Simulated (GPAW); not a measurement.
## A 7-layer slab of Pb(111) in an electric field

How does a 7-layer slab of Pb(111) screen a perpendicular field?

Calculated with GPAW 26.7.0; GPAW, PAW setups; slab in vacuum, relaxation, in the first sound run; inputs show where later runs differ.

Most raw output is cut from this account.

## (1) The structure

The cell holds 7 atoms: 7 Pb. Cell: a = 3.500 Å, b = 3.500 Å, c = 35.147 Å, α = 90.0°, β = 90.0°, γ = 60.0°. Vacuum lies along c.

## (2) Relaxing the atoms

Forces are removed first; all later runs use this geometry. The lowest 3 atoms are held at bulk positions and keep their forces.

The input, run.py:

```python
import json
import numpy as np
from ase import Atoms
from ase.constraints import FixAtoms
from ase.optimize import BFGS
from gpaw import GPAW, PW

slab = Atoms(
    ['Pb', 'Pb', 'Pb', 'Pb', 'Pb', 'Pb', 'Pb'],
    positions=[
        [0.00000, 0.00000, 9.00000],
        [1.75009, 1.01041, 11.85788],
        [3.50018, 2.02083, 14.71577],
        [0.00000, 0.00000, 17.57365],
        [1.75009, 1.01041, 20.43154],
        [3.50018, 2.02083, 23.28942],
        [0.00000, 0.00000, 26.14730]],
    cell=[[3.50018, 0.0, 0.0], [1.75009, 3.03124, 0.0], [0.0, 0.0, 35.1473]],
    pbc=[True, True, False])

slab.calc = GPAW(mode=PW(400), xc='PBE', kpts={'size': (10, 10, 1), 'gamma': True},
                 occupations={'name': 'fermi-dirac', 'width': 0.1}, nbands='200%',
                 convergence={'density': 1e-05}, maxiter=200,
                 poissonsolver={'dipolelayer': 'xy'},
                 symmetry={'tolerance': 1e-3, 'extra_ids': [1, 1, 1, 0, 0, 0, 0]}, txt='slab.txt')
result = {}
slab.set_constraint(FixAtoms([0, 1, 2]))
path = []
opt = BFGS(slab, maxstep=0.2)
opt.attach(lambda: path.append((slab.get_potential_energy(), slab.positions.tolist(), slab.get_forces().tolist())))
result['relaxed'] = bool(opt.run(fmax=0.03, steps=40))
result['path'] = path
energy = slab.get_potential_energy()
fermi = slab.calc.get_fermi_level()
v = slab.calc.get_electrostatic_potential().mean((0, 1)) - fermi
n = slab.calc.get_pseudo_density().mean((0, 1))
L = slab.cell[2, 2]
z = np.arange(len(v)) * L / len(v)
low, high = slab.positions[:, 2].min(), slab.positions[:, 2].max()
below, above = np.interp([low - 6.8, high + 6.8], z, v)
slopes = [np.interp(x, z, np.gradient(v, z)) for x in (low - 6.8, high + 6.8)]
eps = np.array([[slab.calc.get_eigenvalues(k, s) for k in range(len(slab.calc.get_ibz_k_points()))]
                for s in range(slab.calc.get_number_of_spins())]) - fermi
top, bottom = eps[eps < 0].max(), eps[eps > 0].min()
dipole = slab.get_dipole_moment()[2]
print(f'energy {energy:.4f} eV, Fermi level {fermi:.4f} eV, dipole {dipole:.5f} e A')
print(f'potential 6.8 A off the faces, from the Fermi level: lower {below:.4f} eV, upper {above:.4f} eV')
print(f'slope of the potential there: lower {slopes[0]:.5f}, upper {slopes[1]:.5f} eV/A')
print(f'nearest levels on the mesh: {top:.4f} and {bottom:.4f} eV')
print('magnetic moment', round(slab.get_magnetic_moment(), 3))
result.update(energy=energy, fermi=fermi, dipole=dipole, below=below, above=above, slopes=slopes, edges=[top, bottom],
              z=z.tolist(), v=v.tolist(), n=n.tolist(), positions=slab.positions.tolist(),
              forces=slab.get_forces(apply_constraint=False).tolist(), moments=slab.get_magnetic_moments().tolist())
json.dump(result, open('result.json', 'w'))
```

The run is started by

```sh
OMP_NUM_THREADS=1 OPENBLAS_NUM_THREADS=1 python run.py
```

Elapsed: 67 min, on 1 thread of Intel Xeon Platinum 8375C at 2.90GHz (Ice Lake), shared host; peak memory 0.41 GiB.

Step by step:

```
step  energy less that of the first step (eV)  largest force (eV/Å)
   1                                   0.0000                0.2032
   2                                  -0.0007                0.1940
   3                                  -0.0080                0.0610
   4                                  -0.0081                0.0582
   5                                  -0.0084                0.0444
   6                                  -0.0090                0.0483
   7                                  -0.0097                0.0572
   8                                  -0.0102                0.0454
   9                                  -0.0104                0.0474
  10                                  -0.0105                0.0483
  11                                  -0.0108                0.0576
  12                                  -0.0114                0.0647
  13                                  -0.0119                0.0578
  14                                  -0.0123                0.0491
  15                                  -0.0124                0.0505
  16                                  -0.0125                0.0470
  17                                  -0.0125                0.0393
  18                                  -0.0125                0.0481
  19                                  -0.0127                0.0424
  20                                  -0.0127                0.0173
```

The atoms that moved most (Å):

```
atom     dx     dy     dz  length
 Pb6  0.000  0.000  0.226   0.226
 Pb7  0.000  0.000  0.154   0.154
 Pb5  0.000  0.000  0.154   0.154
 Pb4  0.000  0.000  0.077   0.077
```

The relaxed structure:

```xyz
7
Lattice="3.5002 0.0000 0.0000 1.7501 3.0312 0.0000 0.0000 0.0000 35.1473" Properties=species:S:1:pos:R:3
Pb    0.0000    0.0000    9.0000
Pb    1.7501    1.0104   11.8579
Pb    3.5002    2.0208   14.7158
Pb    0.0000    0.0000   17.6507
Pb    1.7501    1.0104   20.5851
Pb    3.5002    2.0208   23.5153
Pb    0.0000    0.0000   26.3010
```

This step gave:

- dipole along the normal: -9.34e-4 e·Å
- levels nearest the Fermi level on the mesh: -0.02715, 0.002225 eV from the Fermi level
- upper work function: 3.728 eV
- lower work function: 3.701 eV

The electrostatic potential energy of an electron (without an applied field's), less the Fermi level, planar mean oscillates, so the rows of the table below give means over windows of 2.93 Å about each position, cut where the curve ends. Its maxima inside the range that stand out by 2 % of the span (Å: eV): 10.5: 1.21, 13.3: 1.14, 16.2: 1.40, 19.1: 1.40, 22.1: 1.40, 24.9: 0.953. Its minima: 9.0: -21.8, 11.8: -21.8, 14.7: -21.9, 17.7: -21.9, 20.6: -21.9, 23.5: -21.9, 26.3: -21.7.

Electrostatic potential energy of an electron (without an applied field's), less the Fermi level, planar mean against z; means over each step:

```
z (Å)  electrostatic potential energy of an electron (without an applied field's), less the Fermi level, planar mean (eV)
 1.47                                                                                                                3.70
 4.40                                                                                                                3.70
 7.33                                                                                                              -0.153
10.26                                                                                                               -7.88
13.19                                                                                                               -7.97
16.12                                                                                                               -7.33
19.05                                                                                                               -7.33
21.98                                                                                                               -7.35
24.91                                                                                                               -8.55
27.84                                                                                                               -1.28
30.77                                                                                                                3.72
33.70                                                                                                                3.73
```

The pseudo valence density, planar mean oscillates, so the rows of the table below give means over windows of 2.93 Å about each position, cut where the curve ends. Its maxima inside the range that stand out by 2 % of the span (Å: e/Å³): 9.0: 1.20, 11.9: 1.18, 14.6: 1.17, 17.6: 1.17, 20.5: 1.17, 23.4: 1.16, 26.4: 1.18. Its minima: 10.5: 0.107, 13.4: 0.108, 16.1: 0.0976, 19.0: 0.0981, 22.0: 0.0978, 24.9: 0.117.

The pseudo valence density, planar mean by z; means over each step:

```
z (Å)  pseudo valence density, planar mean (e/Å³)
 4.40                                      1.2e-4
 7.33                                       0.147
10.26                                       0.476
13.19                                       0.478
16.12                                       0.448
19.05                                       0.449
21.98                                       0.450
24.91                                       0.506
27.84                                       0.198
30.77                                      1.6e-4
33.70                                           0
```

The relaxation lowered the energy of the cell by 0.0127 eV (energies extrapolated to zero smearing; the optimiser's log prints free energies). The largest force left on a free atom is 0.017 eV/Å.

## (3) The slab's potential

With the geometry fixed, the planar mean of the potential gives the vacuum level on each side.

This step: GPAW, PAW setups; slab in vacuum (GPAW 26.7.0).

run.py: that of step 2 with these lines changed.

```diff
@@ -3,4 +3,2 @@
 from ase import Atoms
-from ase.constraints import FixAtoms
-from ase.optimize import BFGS
 from gpaw import GPAW, PW
@@ -13,6 +11,6 @@
         [3.50018, 2.02083, 14.71577],
-        [0.00000, 0.00000, 17.57365],
-        [1.75009, 1.01041, 20.43154],
-        [3.50018, 2.02083, 23.28942],
-        [0.00000, 0.00000, 26.14730]],
+        [0.00000, -0.00000, 17.65070],
+        [1.75009, 1.01041, 20.58505],
+        [3.50018, 2.02083, 23.51533],
+        [-0.00000, 0.00000, 26.30105]],
     cell=[[3.50018, 0.0, 0.0], [1.75009, 3.03124, 0.0], [0.0, 0.0, 35.1473]],
@@ -24,10 +22,4 @@
                  poissonsolver={'dipolelayer': 'xy'},
-                 symmetry={'tolerance': 1e-3, 'extra_ids': [1, 1, 1, 0, 0, 0, 0]}, txt='slab.txt')
+                 symmetry={'tolerance': 1e-3}, txt='slab.txt')
 result = {}
-slab.set_constraint(FixAtoms([0, 1, 2]))
-path = []
-opt = BFGS(slab, maxstep=0.2)
-opt.attach(lambda: path.append((slab.get_potential_energy(), slab.positions.tolist(), slab.get_forces().tolist())))
-result['relaxed'] = bool(opt.run(fmax=0.03, steps=40))
-result['path'] = path
 energy = slab.get_potential_energy()
```

Run time: 6.3 min. Hardware: 1 thread; peak memory 0.4 GiB.

This step gave:

```yaml
dipole_along_the_normal: -0.001012 e·Å
levels_nearest_the_fermi_level_on_the_mesh: -0.02713, 0.002217 eV from the Fermi level
```

The electrostatic potential energy of an electron (without an applied field's), less the Fermi level, planar mean oscillates, so the rows of the table below give means over windows of 2.93 Å about each position, cut where the curve ends. Its maxima inside the range that stand out by 2 % of the span (Å: eV): 10.5: 1.21, 13.3: 1.14, 16.2: 1.40, 19.1: 1.40, 22.1: 1.40, 24.9: 0.953. Its minima: 9.0: -21.8, 11.8: -21.8, 14.7: -21.9, 17.7: -21.9, 20.6: -21.9, 23.5: -21.9, 26.3: -21.7.

The electrostatic potential energy of an electron (without an applied field's), less the Fermi level, planar mean by z; means over each step:

```
z (Å)  electrostatic potential energy of an electron (without an applied field's), less the Fermi level, planar mean (eV)
 1.47                                                                                                                3.70
 4.40                                                                                                                3.70
 7.33                                                                                                              -0.152
10.26                                                                                                               -7.88
13.19                                                                                                               -7.96
16.12                                                                                                               -7.33
19.05                                                                                                               -7.33
21.98                                                                                                               -7.35
24.91                                                                                                               -8.55
27.84                                                                                                               -1.28
30.77                                                                                                                3.72
33.70                                                                                                                3.73
```

The pseudo valence density, planar mean oscillates, so the rows of the table below give means over windows of 2.93 Å about each position, cut where the curve ends. Its maxima inside the range that stand out by 2 % of the span (Å: e/Å³): 9.0: 1.20, 11.9: 1.18, 14.6: 1.17, 17.6: 1.17, 20.5: 1.17, 23.4: 1.16, 26.4: 1.18. Its minima: 10.5: 0.107, 13.4: 0.108, 16.1: 0.0976, 19.0: 0.0981, 22.0: 0.0978, 24.9: 0.117.

Table of pseudo valence density, planar mean by z; means over each step:

(Unchanged from step 2.)

Force by atom:

```
atom  x (eV/Å)  y (eV/Å)  z (eV/Å)   size
 Pb1     0.000     0.000     0.099  0.099
 Pb2     0.000     0.000    -0.189  0.189
 Pb3     0.000     0.000     0.088  0.088
 Pb4     0.000     0.000     0.010  0.010
 Pb5     0.000     0.000    -0.016  0.016
 Pb6     0.000     0.000     0.017  0.017
 Pb7     0.000     0.000    -0.009  0.009
```

The potential is flat to 1.8e-4 eV/Å where it is read, so the vacuum is wide enough.

## (4) In a field

A uniform field along the normal polarises the slab; the atoms stay fixed, so this is the electronic response alone.

run.py: that of step 3 with these lines changed.

```diff
@@ -4,2 +4,3 @@
 from gpaw import GPAW, PW
+from gpaw.external import ConstantElectricField
 
@@ -22,2 +23,3 @@
                  poissonsolver={'dipolelayer': 'xy'},
+                 external=ConstantElectricField(-0.2, [0, 0, 1]),
                  symmetry={'tolerance': 1e-3}, txt='slab.txt')
```

Elapsed: 18 min, on 1 thread; peak memory 0.89 GiB.

This step gave:

* dipole along the normal: -0.2462 e·Å
* levels nearest the Fermi level on the mesh: -0.02704, 0.002208 eV from the Fermi level
* potential below the slab, the applied field's own ramp left out: 1.635 eV from the Fermi level
* potential above the slab, the applied field's own ramp left out: 5.834 eV from the Fermi level

The electrostatic potential energy of an electron (without an applied field's), less the Fermi level, planar mean oscillates, so the rows of the table below give means over windows of 2.93 Å about each position, cut where the curve ends. Its maxima inside the range that stand out by 2 % of the span (Å: eV): 10.5: -0.212, 13.3: 0.285, 16.2: 1.13, 19.1: 1.71, 22.1: 2.30, 24.9: 2.42, 33.2: 5.84. Its minima: 9.0: -23.5, 11.8: -22.9, 14.7: -22.4, 17.7: -21.8, 20.6: -21.3, 23.5: -20.7, 26.3: -20.0.

The electrostatic potential energy of an electron (without an applied field's), less the Fermi level, planar mean by z; means over each step:

```
z (Å)  electrostatic potential energy of an electron (without an applied field's), less the Fermi level, planar mean (eV)
 1.47                                                                                                                1.77
 4.40                                                                                                                1.63
 7.33                                                                                                               -2.12
10.26                                                                                                               -9.35
13.19                                                                                                               -8.84
16.12                                                                                                               -7.62
19.05                                                                                                               -7.04
21.98                                                                                                               -6.47
24.91                                                                                                               -7.08
27.84                                                                                                               0.703
30.77                                                                                                                5.83
33.70                                                                                                                5.76
```

Force by atom:

```
atom  x (eV/Å)  y (eV/Å)  z (eV/Å)   size
 Pb1     0.000     0.000     0.096  0.096
 Pb2     0.000     0.000    -0.184  0.184
 Pb3     0.000     0.000     0.085  0.085
 Pb4     0.000     0.000     0.011  0.011
 Pb5     0.000     0.000    -0.020  0.020
 Pb6     0.000     0.000     0.023  0.023
 Pb7     0.000     0.000    -0.009  0.009
```

The dipole is now -0.246 e Å, against -0.0010 in the run without a field.

## (5) Field on

run.py: that of step 4 with these lines changed.

```diff
@@ -23,3 +23,3 @@
                  poissonsolver={'dipolelayer': 'xy'},
-                 external=ConstantElectricField(-0.2, [0, 0, 1]),
+                 external=ConstantElectricField(-0.1, [0, 0, 1]),
                  symmetry={'tolerance': 1e-3}, txt='slab.txt')
```

Elapsed: 19 min, on 1 thread; peak memory 0.9 GiB.

Numbers from this step:

| Item | Value |
| --- | --- |
| dipole along the normal | -0.1239 e·Å |
| levels nearest the Fermi level on the mesh | -0.02713, 0.002199 eV from the Fermi level |
| potential below the slab, the applied field's own ramp left out | 2.666 eV from the Fermi level |
| potential above the slab, the applied field's own ramp left out | 4.779 eV from the Fermi level |

The electrostatic potential energy of an electron (without an applied field's), less the Fermi level, planar mean oscillates, so the rows of the table below give means over windows of 2.93 Å about each position, cut where the curve ends. Its maxima inside the range that stand out by 2 % of the span (Å: eV): 10.5: 0.501, 13.3: 0.713, 16.2: 1.27, 19.1: 1.56, 22.1: 1.85, 24.9: 1.69, 33.0: 4.78. Its minima: 9.0: -22.7, 11.8: -22.4, 14.7: -22.2, 17.7: -21.9, 20.6: -21.6, 23.5: -21.3, 26.3: -20.8.

The electrostatic potential energy of an electron (without an applied field's), less the Fermi level, planar mean by z; means over each step:

```
z (Å)  electrostatic potential energy of an electron (without an applied field's), less the Fermi level, planar mean (eV)
 1.47                                                                                                                2.73
 4.40                                                                                                                2.66
 7.33                                                                                                               -1.14
10.26                                                                                                               -8.61
13.19                                                                                                               -8.40
16.12                                                                                                               -7.48
19.05                                                                                                               -7.19
21.98                                                                                                               -6.91
24.91                                                                                                               -7.82
27.84                                                                                                              -0.291
30.77                                                                                                                4.77
33.70                                                                                                                4.74
```

Force by atom:

```
atom  x (eV/Å)  y (eV/Å)  z (eV/Å)   size
 Pb1     0.000     0.000     0.098  0.098
 Pb2     0.000     0.000    -0.186  0.186
 Pb3     0.000     0.000     0.087  0.087
 Pb4     0.000     0.000     0.011  0.011
 Pb5     0.000     0.000    -0.017  0.017
 Pb6     0.000     0.000     0.020  0.020
 Pb7     0.000     0.000    -0.010  0.010
```

The dipole is now -0.124 e Å, against -0.0010 in the run without a field.

## (6) Field on

run.py: that of step 5 with these lines changed.

```diff
@@ -23,3 +23,3 @@
                  poissonsolver={'dipolelayer': 'xy'},
-                 external=ConstantElectricField(-0.1, [0, 0, 1]),
+                 external=ConstantElectricField(-0.05, [0, 0, 1]),
                  symmetry={'tolerance': 1e-3}, txt='slab.txt')
```

Wall time 23 min (1 thread); peak memory 0.9 GiB.

(Part 1 of 2 ends here.)

[Logs are printed without paths, hosts, clocks, repeated set-up lines and the standing remarks that a program may print on its own settings, such as how far it seeks lower states.]

[Hosts, paths, dates, database ids (printed as entryN), source tags and the programs' standing remarks are cut or masked in the printed files.]
